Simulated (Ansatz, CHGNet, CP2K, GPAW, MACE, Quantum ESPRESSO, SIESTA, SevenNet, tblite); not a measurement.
**Other levels on H11C3IN2 (P2_1/c) (68 atoms)**

The cell holds 68 atoms: 44 H, 12 C, 4 I and 8 N. Cell: a = 5.015 Å, b = 10.147 Å, c = 14.500 Å, α = 90.0°, β = 103.6°, γ = 90.0°. It derives from H11C3IN2 (P2_1/c), repeated 1×1×1. H11C3IN2, space group P2_1/c, structure from the Crystallography Open Database, 1 x 1 x 1 conventional cells; positions as listed; bonds to H set to neutron lengths (C-H 1.089, N-H 1.015, O-H 0.983, B-H 1.19 Å) where the listed ones are shorter. Then every atom was moved at random, 0.03 Å r.m.s. a Cartesian component (hydrogen 0.6 of that).

Geometry: as built.

The reference, a calculation:

| Property | Result |
| --- | --- |
| method | Kohn-Sham DFT, PBE, SSSP efficiency 1.3.0 pseudopotentials, plane waves (Quantum ESPRESSO 7.5); sssp-pbe-1.3.0-efficiency, cutoffs 60/480 Ry, Γ point |
| r.m.s. force component | 1.381 eV/Å |
| longest force | 6.682 eV/Å |
| pressure | 3.688 GPa |
| gap (highest filled to lowest empty level) | 4.363 eV |
| time | 43 s on 2 MPI ranks of Arm Neoverse V2, shared host |
| CPU time | 87 s |

**Question.** The same geometry is run in other programs. How far does each lie from the reference, and what does it cost?
- SIESTA PBE, DZ, shift 0.01 Ry, mesh 500 Ry (SIESTA 5.4.2; 1 thread)
- QE PBE+D3(BJ), sssp-1.3.0-efficiency, 60/480 Ry (Quantum ESPRESSO 7.5; 2 MPI ranks)
- CP2K PBE, TZVP-UZH, 600/50 Ry, diagonalisation (CP2K 2026.2; 4 MPI ranks)
- SIESTA PBEsol, DZP, shift 0.01 Ry, mesh 500 Ry (SIESTA 5.4.2; 2 MPI ranks)
- SIESTA PBE, SZP, shift 0.01 Ry, mesh 500 Ry (SIESTA 5.4.2; 1 thread)
- CP2K PBE, SZV-MOLOPT-SR, 600/50 Ry, diagonalisation (CP2K 2026.2; 1 thread)
- GPAW PBE, LCAO dzp, h 0.18 Å, other mixer settings (GPAW 26.7.0; 2 MPI ranks)
- CHGNet r2SCAN potential (CHGNet r2SCAN; 1 thread)
- CP2K PBE, DZVP-UZH, 600/50 Ry, diagonalisation (CP2K 2026.2; 4 MPI ranks)
- MACE MP-0b2 small potential (MACE MP-0b2 small; 1 thread)

Differences are against the plane-wave reference, forces as r.m.s. over components; share is that over the reference's r.m.s. force, slope the least-squares factor from reference forces to these. Total energies of different programs have different zeros and aren't compared.

```tsv
run	Δ force, r.m.s. (meV/Å)	share (%)	slope	Δ pressure (GPa)	Δ gap (eV)	cores	CPU time	memory (GiB)
reference	-	-	-	-	-	2	87 s	1.3
SIESTA PBE, DZ, shift 0.01 Ry, mesh 500 Ry (coarse)	378	27.4	1.174	1.85	0.568	1	44 s	0.59
QE PBE+D3(BJ), sssp-1.3.0-efficiency, 60/480 Ry	3.83	0.278	1.000	-1.06	0	2	86 s	1.3
CP2K PBE, TZVP-UZH, 600/50 Ry, diagonalisation	57.1	4.13	1.021	0.565	0.174	4	3.6 min	2.5
SIESTA PBEsol, DZP, shift 0.01 Ry, mesh 500 Ry	500	36.2	1.207	1.33	0.196	2	1.8 min	1.2
SIESTA PBE, SZP, shift 0.01 Ry, mesh 500 Ry (coarse)	1207	87.4	1.461	5.55	0.285	1	83 s	0.87
CP2K PBE, SZV-MOLOPT-SR, 600/50 Ry, diagonalisation (coarse)	936	67.8	1.375	3.86	1.17	1	2.8 min	1.7
GPAW PBE, LCAO dzp, h 0.18 Å, other mixer settings	347	25.1	1.152	-	0.277	2	62 s	0.85
CHGNet r2SCAN potential	260	18.8	0.875	-1.55	-	1	3.6 s	1.4
CP2K PBE, DZVP-UZH, 600/50 Ry, diagonalisation	95.2	6.90	1.042	0.356	0.222	4	3.6 min	2.5
MACE MP-0b2 small potential	139	10.0	0.972	-0.295	-	1	5.6 s	0.67
```

Rows marked coarse were listed beforehand as settings not expected to be converged; some can still land near the reference.

Times of the machine-learned potentials are mostly Python's start and the loading of weights.

CPU time is summed over cores on a shared host, where runs went side by side, so it is rough. Symmetry, cutoffs, thresholds, outputs and thread counts weren't matched or tuned between programs; memory under MPI is the largest rank's times the ranks.

The PBE runs in local orbitals, coarse settings apart, differ by 4.1 % (CP2K PBE, TZVP-UZH, 600/50 Ry, diagonalisation) to 25 % (GPAW PBE, LCAO dzp, h 0.18 Å, other mixer settings); basis, grid and potentials can all enter. Machine-learned potentials differ by 10 % (MACE MP-0b2 small potential) to 19 % (CHGNet r2SCAN potential); they were trained on other programs' data, some at another functional. In the reference's own program, potentials and cutoffs, a change of model alone moves forces by 0.28 % (QE PBE+D3(BJ), sssp-1.3.0-efficiency, 60/480 Ry). Other rows with another functional or a dispersion term differ by 36 % (SIESTA PBEsol, DZP, shift 0.01 Ry, mesh 500 Ry), which mixes the change of model with differences of basis and potentials. With short bonds to hydrogen, sets of potentials differ among themselves by several per cent in forces even at converged cutoffs, so the reference isn't exact here either. Machine-learned potentials mimic data converged in k, so the reference's own k-point error enters their differences. The published positions, changed by the recipe (random displacements or longer bonds to H), lie far from the minimum at this level of theory. The electronic-structure runs sample only Γ, in a cell whose shortest periodic width is 5 Å.

[Logs are printed without paths, hosts, clocks, repeated set-up lines and the standing remarks that a program may print on its own settings, such as how far it seeks lower states.]

[Hosts, paths, dates, database ids (printed as entryN), source tags and the programs' standing remarks are cut or masked in the printed files.]
